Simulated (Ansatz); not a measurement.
# Ni3GeC (Pm-3m): a soft mode frozen in, part 3 of 3

Wanted: the energy along a soft mode of Ni3GeC (Pm-3m) and the structure at the end.

Ansatz 0.2.0; DFT PBEsol, scalar-relativistic, plane waves, PAW; PAW set soft_1.

So far. Step 5 (Energy along the mode, all amplitudes (two of the runs …): The lowest step is at 0.45 Å, 39.6 meV/atom below the parent, and the energy rises beyond it. Step 7 (The new phase in its own primitive cell): The largest force component left is 0.081 meV/Å and the pressure is -0.002 GPa, within the tolerances set. The cell now holds 10.54 Å³/atom. The relaxed cell has a = 5.253, c = 3.820 Å (conventional setting).

## 8. Modes of the new phase, k-mesh 8×8×10

A relaxed structure may still be a saddle point, so its zone-centre modes are computed. No field response is asked, since the mesh shows no gap.

input.yaml reads:

```yaml
crystal:
  lattice:
    - [5.2530686668, 0.0, 0.0]
    - [0.0, 5.2530686668, 0.0]
    - [0.0, 0.0, 3.8202020938]
  atoms:
    - { symbol: Ni, position: [0.0, 0.0, 0.0] }
    - { symbol: Ni, position: [0.5, 0.5, 0.0] }
    - { symbol: Ni, position: [0.1939691952, 0.6939691952, 0.5] }
    - { symbol: Ni, position: [0.8060308048, 0.3060308048, 0.5] }
    - { symbol: Ni, position: [0.3060308048, 0.1939691952, 0.5] }
    - { symbol: Ni, position: [0.6939691952, 0.8060308048, 0.5] }
    - { symbol: Ge, position: [0.5, 0.0, 0.0] }
    - { symbol: Ge, position: [0.0, 0.5, 0.0] }
    - { symbol: C, position: [0.0, 0.0, 0.5] }
    - { symbol: C, position: [0.5, 0.5, 0.5] }
kpoints:
  mp_grid: { grid: [8, 8, 10] }
hamiltonian:
  xc: pbesol
  pseudopotentials: { kind: paw, azcp: { folder: soft_1 }, xc_functional: pbe }
scf:
  occupations: { method: methfessel_paxton, width: 0.2 }
output:
  eigenvalues: true
phonons:
  method: dfpt
```

The run is started by

```bash
$ ansatz run input.yaml --threads 4 --pin off --max-ram 10240MiB --backend cpu --events-out ev --progress --plain --runs-dir out
```

Log:

```text
zone centre: on kpoints.mp_grid the ground state, and the responses unless they are solved on pairs of k-points, stand on 204 of the mesh's 640 k-points, reduced under 2 symmetry operations, with k and −k counted as one. Each operation leaves every solved displacement unchanged or reverses it
Engine: ansatz 0.2.0, aarch64-unknown-linux-gnu
Pseudopotentials: kind: paw
Pseudopotential: Ni, paw, valence charge 18, recommended cutoff 420 eV (normal), soft_1/Ni.paw.azcp
Pseudopotential: Ge, paw, valence charge 14, recommended cutoff 420 eV (normal), soft_1/Ge.paw.azcp
Pseudopotential: C, paw, valence charge 4, recommended cutoff 420 eV (normal), soft_1/C.paw.azcp
Functional definition: PBEsol
  exchange = pbesol_x
  correlation = pbesol_c
Crystal: 10 atoms, lattice volume = 105.417 Å³
Basis set: ecut = 420 eV, 2069 PW (Γ), exchange–correlation on 72×72×54 points (8 copies of the dense FFT grid, shifted against one another)
Bands: 87, of which v1, the nominal top of the filled ones, is band 72 counted from 1 (71 counted from 0)
Symmetry: 16 space group operations
k-points: 204 of 640 (irreducible under 2 space group operations, time reversal used)
Non-local potential: Ni, projectors of the file, l = 0: 3, l = 1: 2, l = 2: 3, l = 3: 1
Non-local potential: Ge, projectors of the file, l = 0: 2, l = 1: 2, l = 2: 3, l = 3: 1
Non-local potential: C, projectors of the file, l = 0: 2, l = 1: 2, l = 2: 1
PAW form: soft (Blöchl's): semilocal exchange-correlation on the pseudo side does not see the compensation charge
PAW frozen core: Ni, regenerated for the run's functional, and the local potential with it (the file was generated under x = pbe(κ = 0.804, μ = 0.219515), c = pbe(β = 0.066725))
PAW frozen core: Ge, regenerated for the run's functional, and the local potential with it (the file was generated under x = pbe(κ = 0.804, μ = 0.219515), c = pbe(β = 0.066725))
PAW frozen core: C, regenerated for the run's functional, and the local potential with it (the file was generated under x = pbe(κ = 0.804, μ = 0.219515), c = pbe(β = 0.066725))
PAW one-centre angular grid: Ni, 590 points (default); XC on 64 Gauss nodes
PAW one-centre angular grid: Ge, 590 points (default); XC on 64 Gauss nodes
PAW one-centre angular grid: C, 110 points (default); XC on 64 Gauss nodes
Initial density: superposition of atomic densities (chi_scale 0.1, normalization cell, long waves kept (reshape's long-wave potential 0.00 eV rms))
Initial wavefunctions: pseudopotential atomic-orbital guess
Functional: x = pbesol(κ = 0.804, μ = 0.123457), c = pbesol(β = 0.046)
SCF iter   1: F=—  HF=-43833.291252 eV  |F-HF|=—  |Δ(HF+E_count)|=         —  Δρ=1.02e-1  dr2=1.23e1  ethr=3.10e-3  ⟨swp⟩=5.1  Hψ=54213  notcnv=0  defer=122
preconditioner: auto → Kerker (q_TF=auto, 2.874 Å⁻¹)  [metal: Δε(μ)=0.020 eV  Ē_g=12.404 eV  σ=0.200 eV  W_gap=0.08  n_scr=38 (ndim 8)  ℏωp=35.4 eV  f_vac=0.000  D(μ)=2.68/eV (n_scr^D=18)]
SCF iter   2: F=—  HF=-43831.385603 eV  |F-HF|=—  |Δ(HF+E_count)|=    1.91e0  S|Δr|=    0.00e0  Δρ=4.27e-2  dr2=3.47e0  ethr=3.10e-3  ⟨swp⟩=2.5  Hψ=27681  notcnv=0  defer=1386
SCF iter   3: F=—  HF=-43830.561587 eV  |F-HF|=—  |Δ(HF+E_count)|=   8.24e-1  S|Δr|=    0.00e0  Δρ=1.92e-2  dr2=8.24e-1  ethr=2.41e-3  ⟨swp⟩=2.0  Hψ=19366  notcnv=0  defer=1408
SCF iter   4: F=—  HF=-43830.375133 eV  |F-HF|=—  |Δ(HF+E_count)|=   1.86e-1  S|Δr|=    0.00e0  Δρ=5.60e-3  dr2=3.34e-2  ethr=5.72e-4  ⟨swp⟩=2.0  Hψ=24729  notcnv=0  defer=1408
SCF iter   5: F=—  HF=-43830.369993 eV  |F-HF|=—  |Δ(HF+E_count)|=   5.14e-3  S|Δr|=    0.00e0  Δρ=2.62e-3  dr2=6.34e-3  ethr=2.32e-5  ⟨swp⟩=2.1  Hψ=24738  notcnv=0  defer=1408
SCF iter   6: F=—  HF=-43830.365513 eV  |F-HF|=—  |Δ(HF+E_count)|=   4.48e-3  S|Δr|=    0.00e0  Δρ=8.69e-4  dr2=3.88e-4  ethr=4.40e-6  ⟨swp⟩=2.0  Hψ=26711  notcnv=0  defer=1408
SCF iter   7: F=—  HF=-43830.365527 eV  |F-HF|=—  |Δ(HF+E_count)|=   1.40e-5  S|Δr|=    0.00e0  Δρ=3.57e-4  dr2=1.00e-4  ethr=2.69e-7  ⟨swp⟩=2.0  Hψ=30847  notcnv=0  defer=1408
SCF iter   8: F=—  HF=-43830.365558 eV  |F-HF|=—  |Δ(HF+E_count)|=   3.09e-5  S|Δr|=    0.00e0  Δρ=8.84e-5  dr2=9.46e-6  ethr=6.95e-8  ⟨swp⟩=2.1  Hψ=24673  notcnv=0  defer=1408
SCF iter   9: F=—  HF=-43830.365559 eV  |F-HF|=—  |Δ(HF+E_count)|=   1.69e-6  S|Δr|=    0.00e0  Δρ=2.67e-5  dr2=9.91e-7  ethr=6.57e-9  ⟨swp⟩=2.5  Hψ=25145  notcnv=0  defer=1408
SCF iter  10: F=—  HF=-43830.365559 eV  |F-HF|=—  |Δ(HF+E_count)|=   1.82e-7  S|Δr|=    0.00e0  Δρ=7.84e-6  dr2=8.09e-8  ethr=6.88e-10  ⟨swp⟩=2.1  Hψ=24726  notcnv=0  defer=1408
SCF iter  11: F=—  HF=-43830.365559 eV  |F-HF|=—  |Δ(HF+E_count)|=   2.28e-8  S|Δr|=    0.00e0  Δρ=6.55e-6  dr2=2.83e-8  ethr=5.62e-11  ⟨swp⟩=2.0  Hψ=28682  notcnv=0  defer=1408
SCF iter  12: F=—  HF=-43830.365559 eV  |F-HF|=—  |Δ(HF+E_count)|=   3.75e-9  S|Δr|=    0.00e0  Δρ=1.97e-6  dr2=3.07e-9  ethr=1.96e-11  ⟨swp⟩=2.1  Hψ=23897  notcnv=0  defer=1408
SCF iter  13: F=—  HF=-43830.365559 eV  |F-HF|=—  |Δ(HF+E_count)|=  4.00e-10  S|Δr|=    0.00e0  Δρ=7.53e-7  dr2=6.40e-10  ethr=2.13e-12  ⟨swp⟩=2.0  Hψ=28425  notcnv=0  defer=1408
SCF iter  14: F=—  HF=-43830.365559 eV  |F-HF|=—  |Δ(HF+E_count)|=  3.64e-11  S|Δr|=    0.00e0  Δρ=1.60e-7  dr2=1.87e-11  ethr=1.00e-12  ⟨swp⟩=2.0  Hψ=18402  notcnv=0  defer=1408
SCF iter  15: F=-43830.365559 eV  HF=-43830.365559 eV  |F-HF|=2.18e-11  |Δ(HF+E_count)|=  2.18e-11  S|Δr|=    0.00e0  Δρ=3.05e-8  dr2=6.84e-13  ethr=1.00e-12  ⟨swp⟩=12.1  Hψ=105092  notcnv=0
SCF 1 converged in 15 iterations: F = -43830.365559 eV  dr2 = 6.84e-13
[...]
DFPT response loops at Γ: preconditioner auto → Kerker (q_TF=auto, 2.874 Å⁻¹) (partly filled bands, converged f_vac=0.000); β = 1.00, the filter's whole step (`scf.mixing.beta` (0.50) is not read by the response loops under this deck's `scf.mixing.preconditioner`; to damp them name `kerker` or `kerker_dos`, under which they read `scf.mixing.beta`, and type it under 1.00, their step now; both keys bind the ground state too); Broyden in place of MSR1
```

The job ended after 11 min (4 threads of Arm Neoverse V2, shared host; peak memory 5.6 GiB; 42 min of CPU time).

The run was cut off at the time limit after its SCF cycle had converged; no result of it is taken.

The program's message: “Warning:”

## 9. The phases reached

The phases reached along the modes that were followed are set side by side.

Energies are those of the first relaxation, on the mesh of the frozen mode; space group, volume and gap are those of the last relaxation. Phases, by row:

| mode frozen in | space group | energy from parent (meV/atom) | volume (Å³/atom) | gap on mesh (eV) | lowest zone-centre optical mode (cm⁻¹) | largest shift (Å) |
| --- | --- | --- | --- | --- | --- | --- |
| parent | Pm-3m | 0 | 10.64 | 0 | – | – |
| q = (0, 0, -0.5), 130i cm⁻¹ | P4/mmm | -8.99 | 10.7 | 0 | -118.5 | 0.184 |
| q = (0, -0.5, -0.5), 115i cm⁻¹ | P4/mbm | -45.69 | 10.54 | 0 | – | 0.416 |

## 10. Results

```yaml
unstable_mode_of_the_parent: q = (0, -0.5, -0.5), 115i cm⁻¹
depth_at_the_lowest_point_sampled: 39.6 meV/atom
largest_atomic_shift_at_that_point: 0.45 Å
space_group_reached: P4/mbm
energy_gained_over_the_parent_first_relaxation_on_the_mesh_of_the_frozen_mode: 45.7 meV/atom
volume_per_atom_phase_reached: 10.5 Å³
```

Along this mode the structure falls into P4/mbm, 45.7 meV/atom below the parent. At the parent's cell the well is 39.61 meV/atom deep on the steps tried, with its lowest point at a shift of 0.45 Å. Relaxing atoms and cell changes the gain by +6.09 meV/atom against the lowest step (energies at zero smearing). The modes of the phase reached were not computed. Of the 2 patterns followed from this parent, this one reaches the lowest energy. Each path keeps the symmetry of its pattern, so a lower phase may lie along a pattern not tried. The q mesh stands for a supercell only 7.5 Å across, so branches between the solved wavevectors are rough. With no gap, or one that is small against the smearing, the frequencies hang on the k mesh and the smearing, most of all near Kohn anomalies. The phonon runs are without spin polarisation, although Ni often carries a moment. The PAW files were made for PBE and serve the other functionals too. A phonon run warned that its eigensolver left some bands unconverged in a pass.

[Long decimals in the printed logs are rounded to 6 places.]

[Logs are printed without paths, hosts, clocks, repeated set-up lines and the standing remarks that a program may print on its own settings, such as how far it seeks lower states.]

[Hosts, paths, dates, database ids (printed as entryN), source tags and the programs' standing remarks are cut or masked in the printed files.]

[Where the starting crystal was built by hand or by swapping elements, it need not be the compound's stable phase.]
